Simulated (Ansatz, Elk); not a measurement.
# Bonding as seen by X-rays: ScMo

The structure of ScMo used here is made up (a known structure type with other elements) and was relaxed beforehand with PBEsol. The aim is the Fourier transform of its all-electron density, F(hkl), set beside the sum over free spherical atoms that refinements use.

Main program and level: Elk 11.2.3 (patched build); DFT, PBE, all-electron APW+lo, Dirac cores, scalar-relativistic bands, static density, no spin.

The structure was built from a prototype and need not be the compound's stable phase.

## Step 1: Starting point

It takes space group Pmma (No. 51, orthorhombic). Conventional cell: a = 4.542 Å, b = 2.813 Å, c = 5.654 Å, α = 90.00°, β = 90.00°, γ = 90.00°. Nearest to Mo lie 4 Mo at 2.65 to 2.81 Å and 6 Sc at 2.96 to 3.00 Å. Nearest to Sc lie 4 Sc at 2.81 to 2.85 Å and 6 Mo at 2.96 to 3.00 Å. Farther neighbours are not listed.

## Step 2: Ground state and structure factors

An all-electron density is needed, since X-rays see the cores too. Task 0 finds the density and task 195 Fourier-transforms it; tshift is off so that phases refer to the origin typed.

Contents of elk.in:

```
tasks
  0
  195

xctype
  20

spinpol
  .false.

rgkmax
  7.0

gmaxvr
  14.0

lmaxo
  7

lmaxapw
  8

swidth
  0.002

tshift
  .false.

ramdisk
  .false.

hmaxvr
  5.5

maxscl
  120

epspot
  1e-06

sppath
  './'

avec
  8.58362926238 0.00000000000 0.00000000000
  0.00000000000 5.31552788047 0.00000000000
  0.00000000000 0.00000000000 10.68435534305

atoms
  2
  'Mo.in'
  2
  0.2500000000 0.0000000000 0.8796494087   0.000000 0.000000 0.000000
  0.7500000000 0.0000000000 0.1203505913   0.000000 0.000000 0.000000
  'Sc.in'
  2
  0.2500000000 0.5000000000 0.3475232055   0.000000 0.000000 0.000000
  0.7500000000 0.5000000000 0.6524767945   0.000000 0.000000 0.000000

ngridk
  5 8 4
```

Command:

```
OMP_NUM_THREADS=4 elk
```

Numbers of over 12 decimals in the logs are rounded to 6 here.

The program printed:

```text
┌─────────────────────────┐
│ Elk code version 11.2.3 │
└─────────────────────────┘

All units are atomic (Hartree, Bohr, etc.)

┌─────────────────────────────────────────────────┐
│ Ground-state run starting from atomic densities │
└─────────────────────────────────────────────────┘

Lattice vectors :
   8.583629262       0.000000000       0.000000000
   0.000000000       5.315527880       0.000000000
   0.000000000       0.000000000       10.68435534

Reciprocal lattice vectors :
  0.7319963520       0.000000000       0.000000000
   0.000000000       1.182043524       0.000000000
   0.000000000       0.000000000      0.5880734125

Unit cell volume      :    487.4899598
Brillouin zone volume :   0.5088314302

Muffin-tin inner radius fraction :   0.1000000000E-01

Nuclei treated as point charges

Species : 1 (Mo)
 parameters loaded from : Mo.in
 name : molybdenum
 nuclear charge    :   -42.00000000
 electronic charge :    42.00000000
 atomic mass :    174887.9214
 muffin-tin radius :    2.476674632
 number of radial points in muffin-tin :   1193
 inner part over the whole radius :   0.9904946401E-02
 number on inner part of muffin-tin    :    847
 approximate nuclear radius :   0.8334154960E-04
 number of mesh points to nuclear radius :    421
 atomic positions (lattice), magnetic fields (Cartesian) :
  1 :   0.25000000  0.00000000 -0.12035059    0.00000000  0.00000000  0.00000000
  2 :  -0.25000000  0.00000000  0.12035059    0.00000000  0.00000000  0.00000000

Species : 2 (Sc)
 parameters loaded from : Sc.in
 name : scandium
 nuclear charge    :   -21.00000000
 electronic charge :    21.00000000
 atomic mass :    81949.61073
 muffin-tin radius :    2.400000000
 number of radial points in muffin-tin :    993
 inner part over the whole radius :   0.9898716403E-02
 number on inner part of muffin-tin    :    698
 approximate nuclear radius :   0.6711386133E-04
 number of mesh points to nuclear radius :    323
 atomic positions (lattice), magnetic fields (Cartesian) :
  1 :   0.25000000  0.50000000  0.34752321    0.00000000  0.00000000  0.00000000
  2 :  -0.25000000  0.50000000 -0.34752321    0.00000000  0.00000000  0.00000000

Total number of atoms per unit cell :    4
Total muffin-tin volume :    243.0815040
 ratio of muffin-tin to unit cell volume :   0.4986389958

Spin treatment :
 spin-unpolarised

Number of Bravais lattice symmetries :    8
Number of crystal symmetries         :    8
Crystal has inversion symmetry
Real symmetric eigensolver will be used

k-point grid :      5     8     4
k-point offset :    0.000000000       0.000000000       0.000000000
k-point set is reduced with full crystal symmetry group
Total number of k-points :       45

Muffin-tin radius times maximum |G+k| :    7.000000000
 using average radius
Maximum |G+k| for APW functions       :    2.870808708
Maximum (1/2)|G+k|²                   :    4.120771320
Maximum |G| for potential and density :    14.00000000
Constant for pseudocharge density :    9
 order of it for each species :   16  16
 order of it for pair densities of each species (exact exchange by exxq0 0: 17) :   10   9
Radial integration step length :    1

G-vector grid sizes :     40    24    48
Number of G-vectors :    22627

Maximum angular momentum used for
 APW functions            :    8
 outer part of muffin-tin :    7
 inner part of muffin-tin :    2

Total nuclear charge    :   -126.0000000
Total core charge       :    76.00000000
Total valence charge    :    50.00000000
Total excess charge     :    0.000000000
Total electronic charge :    126.0000000

Effective Wigner radius, rₛ :   0.9738726597

Number of empty states         :     16
Total number of valence states :     42
Total number of core states    :     76

Third-order local-orbitals added for an l without core states : T
Total number of local-orbitals :     72

Exchange-correlation functional :     20     0     0
 Perdew-Burke-Ernzerhof, Phys. Rev. Lett. 77, 3865 (1996)
 gradient requirement :    1
[...]
Madelung                    :     -11613.696934641
 xc potential                :     -403.47161205850
 exchange                    :     -319.15696508551
 correlation                 :     -6.191094
 electron entropic           :    -0.13778603692960E-02
 total energy                :     -9628.3047786154

Density of states at Fermi energy :    105.6011236
 (states/Hartree/unit cell)

Estimated indirect band gap :   0.8341836917E-03
 from k-point 44 to k-point 41
Estimated direct band gap   :   0.5943256336E-02
 at k-point 33

Charges :
 core                        :    76.00000000
 valence                     :    50.00000000
 interstitial                :    7.907591944
 muffin-tins (core leakage)
  species : 1 (Mo)
   atom 1                    :    39.43564948     (  0.5562134611E-06)
   atom 2                    :    39.43564948     (  0.5562134611E-06)
  species : 2 (Sc)
[...]
total in muffin-tins        :    118.0924081
 total calculated charge     :    125.9997065
 total charge                :    126.0000000
 error                       :   0.2935075562E-03

RMS change in Kohn-Sham potential (target) :   0.3556559755     (  0.1000000000E-05)
Absolute change in total energy (target)   :   0.2343938359     (  0.1000000000E-03)

[... loops 3 to 15 left out ...]

┌──────────────────┐
│ Loop number : 16 │
└──────────────────┘

Energies :
 Fermi                       :     0.340771
 sum of occupied eigenvalues :     -5704.4394640981
 electron kinetic            :      9938.6362146076
 core electron kinetic       :      9634.1696771368
 Coulomb                     :     -19240.136369307
 Coulomb potential           :     -15218.670773347
 nuclear-nuclear             :     -1180.9622098319
 electron-nuclear            :     -20934.099675271
 Hartree                     :      2874.9255157955
 Madelung                    :     -11630.800982634
 xc potential                :     -424.40490535916
 exchange                    :     -319.89549754681
 correlation                 :     -6.188341
 electron entropic           :    -0.12172716064574E-02
 total energy                :     -9627.5852104813

Density of states at Fermi energy :    91.53736486
 (states/Hartree/unit cell)

Estimated indirect band gap :   0.1779442441E-02
 from k-point 23 to k-point 35
Estimated direct band gap   :   0.8173958588E-02
 at k-point 41

Charges :
 core                        :    76.00000000
 valence                     :    50.00000000
 interstitial                :    7.133036495
 muffin-tins (core leakage)
  species : 1 (Mo)
[...]
species : 2 (Sc)
[...]
total in muffin-tins        :    118.8669635
 total calculated charge     :    125.9997076
 total charge                :    126.0000000
 error                       :   0.2924023318E-03

RMS change in Kohn-Sham potential (target) :   0.3739432888E-06 (  0.1000000000E-05)
Absolute change in total energy (target)   :   0.2862085785E-04 (  0.1000000000E-03)

Convergence targets achieved

┌──────────────────┐
│ Loop number : 17 │
└──────────────────┘

Energies :
 Fermi                       :     0.340771
 sum of occupied eigenvalues :     -5704.4394552846
 electron kinetic            :      9938.6362281691
 core electron kinetic       :      9634.1696831809
 Coulomb                     :     -19240.136381646
 Coulomb potential           :     -15218.670749265
 nuclear-nuclear             :     -1180.9622098319
 electron-nuclear            :     -20934.099725166
 Hartree                     :      2874.9255533518
 Madelung                    :     -11630.801007014
 xc potential                :     -424.40493418891
 exchange                    :     -319.89549816183
 correlation                 :     -6.188341
 electron entropic           :    -0.12172713666469E-02
 total energy                :     -9627.5852098641

Density of states at Fermi energy :    91.53733229
 (states/Hartree/unit cell)

Estimated indirect band gap :   0.1779445702E-02
 from k-point 23 to k-point 35
Estimated direct band gap   :   0.8173955853E-02
 at k-point 41

Charges :
 core                        :    76.00000000
 valence                     :    50.00000000
 interstitial                :    7.133035540
 muffin-tins (core leakage)
  species : 1 (Mo)
[...]
atom 2                    :    40.15867977     (  0.4963180302E-06)
  species : 2 (Sc)
   atom 1                    :    19.27480246     ( -0.2162820145E-06)
   atom 2                    :    19.27480246     ( -0.2162820145E-06)
 total in muffin-tins        :    118.8669645
 total calculated charge     :    125.9997076
 total charge                :    126.0000000
 error                       :   0.2924023701E-03

┌──────────────────────────────┐
│ Self-consistent loop stopped │
└──────────────────────────────┘

Wrote STATE.OUT
```

It took 25 s on 4 threads of Arm Neoverse V2, shared host; peak memory 0.17 GiB; 78 s of CPU time.

SFACRHO.OUT:

```text

h k l indices transformed by vhmat matrix:
   1.000000000       0.000000000       0.000000000    
   0.000000000       1.000000000       0.000000000    
   0.000000000       0.000000000       1.000000000    

      h      k      l  multipl.   |H|            Re(F)            Im(F)           |F|

      0      0      0      1   0.0000000       126.00000      0.72205513E-17   126.00000    
      0      0      1      2  0.58807341       35.390162      -0.0000000       35.390162    
     -1      0      0      2  0.73199635      0.62622711E-14  -0.0000000      0.62622711E-14
     -1      0      1      2  0.93896166      -21.998596      -0.0000000       21.998596    
     -1      0     -1      2  0.93896166       21.998596      -0.0000000       21.998596    
      0      0      2      2   1.1761468      -6.8206007      -0.0000000       6.8206007    
      0     -1      0      2   1.1820435       36.985285      0.10076511E-13   36.985285    
      0     -1      1      4   1.3202489       65.402809     -0.67652822E-14   65.402809    
      1      0     -2      2   1.3853303      -92.602912      -0.0000000       92.602912    
      1      0      2      2   1.3853303       92.602912      -0.0000000       92.602912    
      1      1      0      4   1.3903401      0.85314874E-14  -0.0000000      0.85314874E-14
     -2      0      0      2   1.4639927      -92.581449      0.88175282E-17   92.581449    
     -1      1     -1      4   1.5095946       66.583196      0.10147923E-13   66.583196    
     -1     -1      1      4   1.5095946      -66.583196      0.11839244E-13   66.583196    
     -2      0      1      2   1.5776898      -29.004418      -0.0000000       29.004418    
      2      0      1      2   1.5776898      -29.004418      -0.0000000       29.004418    
      0     -1      2      4   1.6674976       12.925300     -0.50739617E-14   12.925300    
      0      0     -3      2   1.7642202      -12.662515      -0.0000000       12.662515
```

Elk indexes on the primitive cell of elk.in and gives |H| = 4π sin θ/λ in inverse bohr. Below, one row stands for each form hkl of the conventional cell (m members, Friedel mates merged), F is for one primitive cell and the density is static (no thermal factor). Free-atom factors are Waasmaier and Kirfel's, and R is Σm||F|−|F'||/Σm|F|.

| hkl | m | sin θ/λ (Å⁻¹) | abs F, DFT | neutral atoms | diff. |
| --- | --- | --- | --- | --- | --- |
| 001 | 2 | 0.088 | 35.390 | 35.567 | -0.177 |
| 100 | 2 | 0.110 | 0.000 | 0.000 | +0.000 |
| 101 | 4 | 0.141 | 21.999 | 22.217 | -0.218 |
| 002 | 2 | 0.177 | 6.821 | 6.689 | +0.131 |
| 010 | 2 | 0.178 | 36.985 | 37.130 | -0.145 |
| 011 | 4 | 0.199 | 65.403 | 65.842 | -0.439 |
| 102 | 4 | 0.208 | 92.603 | 93.421 | -0.818 |
| 110 | 4 | 0.209 | 0.000 | 0.000 | +0.000 |
| 200 | 2 | 0.220 | 92.581 | 93.419 | -0.837 |
| 111 | 8 | 0.227 | 66.583 | 67.155 | -0.572 |
| 201 | 4 | 0.237 | 29.004 | 29.353 | -0.349 |
| 012 | 4 | 0.251 | 12.925 | 12.861 | +0.065 |
| 003 | 2 | 0.265 | 12.662 | 12.822 | -0.160 |
| 112 | 8 | 0.274 | 34.092 | 34.413 | -0.321 |

## Step 3: The highest occupied states alone

An energy window below the Fermi level keeps the highest occupied states, to see at which angles they scatter; shallow core shells can lie inside it and anion s states outside. No new self-consistency is needed.

elk.in, as its differences from that of step 2:

```diff
@@ -1,3 +1,2 @@
 tasks
-  0
   195
@@ -40,2 +39,5 @@
 
+wsfac
+  -0.100220 0.640770
+
 sppath
```

Command:

```
OMP_NUM_THREADS=4 elk
```

The program printed:

```text
┌─────────────────────────────────┐
│ Elk code version 11.2.3 started │
└─────────────────────────────────┘

Info(readinput): the functional depends on the density's gradient
 muffin-tin radial points multiplied by    2.00000
 (not where nrmtscf is given)

┌────────────────────┐
│ Current task : 195 │
└────────────────────┘
Info(checkmt): changed muffin-tin radius of species 1 (Mo) from   2.6000 to   2.4767

Info(sfacrho): density structure factors written to SFACRHO.OUT

 Energy window :  -0.1002200000      0.6407700000

┌──────────────────┐
│ Elk code stopped │
└──────────────────┘
```

Run time: 6.4 s. Hardware: 4 threads; peak memory 0.16 GiB.

States within 12 eV below the Fermi level hold 18.00 electrons; any levels below the window count with the cores. Their amplitudes can exceed the total, where window and core parts have opposite phase:

| hkl | sin θ/λ (Å⁻¹) | abs F, window | abs F, all |
| --- | --- | --- | --- |
| 001 | 0.088 | 4.249 | 35.390 |
| 100 | 0.110 | 0.000 | 0.000 |
| 101 | 0.141 | 2.313 | 21.999 |
| 002 | 0.177 | 0.264 | 6.821 |
| 010 | 0.178 | 2.647 | 36.985 |
| 011 | 0.199 | 2.136 | 65.403 |
| 102 | 0.208 | 2.479 | 92.603 |
| 110 | 0.209 | 0.000 | 0.000 |
| 200 | 0.220 | 2.131 | 92.581 |
| 111 | 0.227 | 1.412 | 66.583 |

## Step 4: Another functional

The difference from free atoms is small, so it is set against the change that PBEsol makes.

elk.in, as its differences from that of step 3:

```diff
@@ -1,2 +1,3 @@
 tasks
+  0
   195
@@ -4,3 +5,3 @@
 xctype
-  20
+  22
 
@@ -39,5 +40,2 @@
 
-wsfac
-  -0.100220 0.640770
-
 sppath
```

Command:

```
OMP_NUM_THREADS=4 elk
```

The program printed:

```text
┌─────────────────────────┐
│ Elk code version 11.2.3 │
└─────────────────────────┘

All units are atomic (Hartree, Bohr, etc.)

┌─────────────────────────────────────────────────┐
│ Ground-state run starting from atomic densities │
└─────────────────────────────────────────────────┘

Lattice vectors :
   8.583629262       0.000000000       0.000000000
   0.000000000       5.315527880       0.000000000
   0.000000000       0.000000000       10.68435534

Reciprocal lattice vectors :
  0.7319963520       0.000000000       0.000000000
[...]
valence                     :    50.00000000
 interstitial                :    7.136335575
 muffin-tins (core leakage)
  species : 1 (Mo)
[...]
species : 2 (Sc)
   atom 1                    :    19.27613988     ( -0.2162321362E-06)
   atom 2                    :    19.27613988     ( -0.2162321362E-06)
 total in muffin-tins        :    118.8636644
 total calculated charge     :    125.9997061
 total charge                :    126.0000000
 error                       :   0.2939341820E-03

┌──────────────────────────────┐
│ Self-consistent loop stopped │
└──────────────────────────────┘

Wrote STATE.OUT
[key lines of the parts left out:]
total energy                :     -9621.4858631301
```

Elapsed: 24 s, on 4 threads; peak memory 0.16 GiB.

Against the first run R = 0.01 %; the largest change is -0.026 at 200.

## Step 5: A coarser k-mesh

About half the k-points along each axis test the sampling.

elk.in, as its differences from that of step 4:

```diff
@@ -5,3 +5,3 @@
 xctype
-  22
+  20
 
@@ -60,2 +60,2 @@
 ngridk
-  5 8 4
+  2 4 2
```

Command:

```
OMP_NUM_THREADS=4 elk
```

The program printed:

```text
┌─────────────────────────┐
│ Elk code version 11.2.3 │
└─────────────────────────┘

All units are atomic (Hartree, Bohr, etc.)

┌─────────────────────────────────────────────────┐
│ Ground-state run starting from atomic densities │
└─────────────────────────────────────────────────┘

Lattice vectors :
   8.583629262       0.000000000       0.000000000
   0.000000000       5.315527880       0.000000000
   0.000000000       0.000000000       10.68435534

Reciprocal lattice vectors :
  0.7319963520       0.000000000       0.000000000
[...]
valence                     :    50.00000000
 interstitial                :    7.130047866
 muffin-tins (core leakage)
  species : 1 (Mo)
[...]
species : 2 (Sc)
   atom 1                    :    19.27692436     ( -0.2162826078E-06)
   atom 2                    :    19.27692436     ( -0.2162826078E-06)
 total in muffin-tins        :    118.8699521
 total calculated charge     :    125.9998596
 total charge                :    126.0000000
 error                       :   0.1404153952E-03

┌──────────────────────────────┐
│ Self-consistent loop stopped │
└──────────────────────────────┘

Wrote STATE.OUT
[key lines of the parts left out:]
total energy                :     -9627.5837026359
```

Elapsed: 13 s, on 4 threads; peak memory 0.16 GiB; 30 s of CPU time.

Against the first run R = 0.04 %; the largest change is +0.066 at 400.

## Step 6: Basis size

A smaller basis shows how fast F responds to it; the change is likely larger than the basis error of the first run, but doesn't show convergence.

elk.in, as its differences from that of step 5:

```diff
@@ -11,3 +11,3 @@
 rgkmax
-  7.0
+  5.5
 
@@ -60,2 +60,2 @@
 ngridk
-  2 4 2
+  5 8 4
```

Command:

```
OMP_NUM_THREADS=4 elk
```

The program printed:

```text
┌─────────────────────────┐
│ Elk code version 11.2.3 │
└─────────────────────────┘

All units are atomic (Hartree, Bohr, etc.)

┌─────────────────────────────────────────────────┐
│ Ground-state run starting from atomic densities │
└─────────────────────────────────────────────────┘

Lattice vectors :
   8.583629262       0.000000000       0.000000000
   0.000000000       5.315527880       0.000000000
   0.000000000       0.000000000       10.68435534

Reciprocal lattice vectors :
  0.7319963520       0.000000000       0.000000000
[...]
valence                     :    50.00000000
 interstitial                :    7.419183070
 muffin-tins (core leakage)
  species : 1 (Mo)
[...]
species : 2 (Sc)
   atom 1                    :    19.21983520     ( -0.2162863932E-06)
   atom 2                    :    19.21983520     ( -0.2162863932E-06)
 total in muffin-tins        :    118.5808169
 total calculated charge     :    126.0000290
 total charge                :    126.0000000
 error                       :   0.2899644670E-04

┌──────────────────────────────┐
│ Self-consistent loop stopped │
└──────────────────────────────┘

Wrote STATE.OUT
[key lines of the parts left out:]
total energy                :     -9627.4243017769
```

The job ended after 25 s (4 threads; peak memory 0.16 GiB; 76 s of CPU time).

Against the first run R = 0.06 %; the largest change is +0.138 at 020.

## Step 7: Settings against the effect

| run | R against the first run (%) | R against neutral atoms, low angle (%) | wall time |
| --- | --- | --- | --- |
| PBE, rgkmax 7 | 0.00 | 0.72 | 25 s |
| PBEsol | 0.01 | 0.73 | 24 s |
| k-mesh 2×4×2 | 0.04 | 0.73 | 13 s |
| rgkmax 5.5 | 0.06 | 0.76 | 25 s |

## Step 8: Outcome

| Property | Result |
| --- | --- |
| R against neutral atoms, sin θ/λ < 0.3 Å⁻¹ | 0.72 % |
| R against neutral atoms, 0.3 to 0.71 Å⁻¹ | 0.33 % |

Independent neutral atoms miss the calculated amplitudes by R = 0.72 % below 0.3 Å⁻¹ and 0.33 % from there to 0.71 Å⁻¹; by shells, 0.77 % below 0.15 Å⁻¹ (2 forms), 0.71 % 0.15 to 0.3 (14 forms), 0.45 % 0.3 to 0.45 (26 forms), 0.30 % above 0.45 (96 forms). Bonding, aspherical density and the tables' own atoms all enter these figures, and the runs don't part them. The largest change of an amplitude is -0.84 electrons, at 200. The window's part falls from 18.0 electrons at the origin to at most 0.28 between 0.45 and 0.71 Å⁻¹. Below 0.3 Å⁻¹ the changes that finished (PBEsol, k-mesh 2×4×2 and rgkmax 5.5) move F by R = 0.08 % at most, against the 0.72 % that separates it from free atoms. These runs have no spin, though d or f shells may be open. Part of the difference isn't bonding: the tables are fits to free atoms and ions calculated by other methods than this functional. Thermal motion, anomalous dispersion and extinction are left out.

[Logs are printed without paths, hosts, clocks, repeated set-up lines and the standing remarks that a program may print on its own settings, such as how far it seeks lower states.]

[Hosts, paths, dates, database ids (printed as entryN), source tags and the programs' standing remarks are cut or masked in the printed files.]
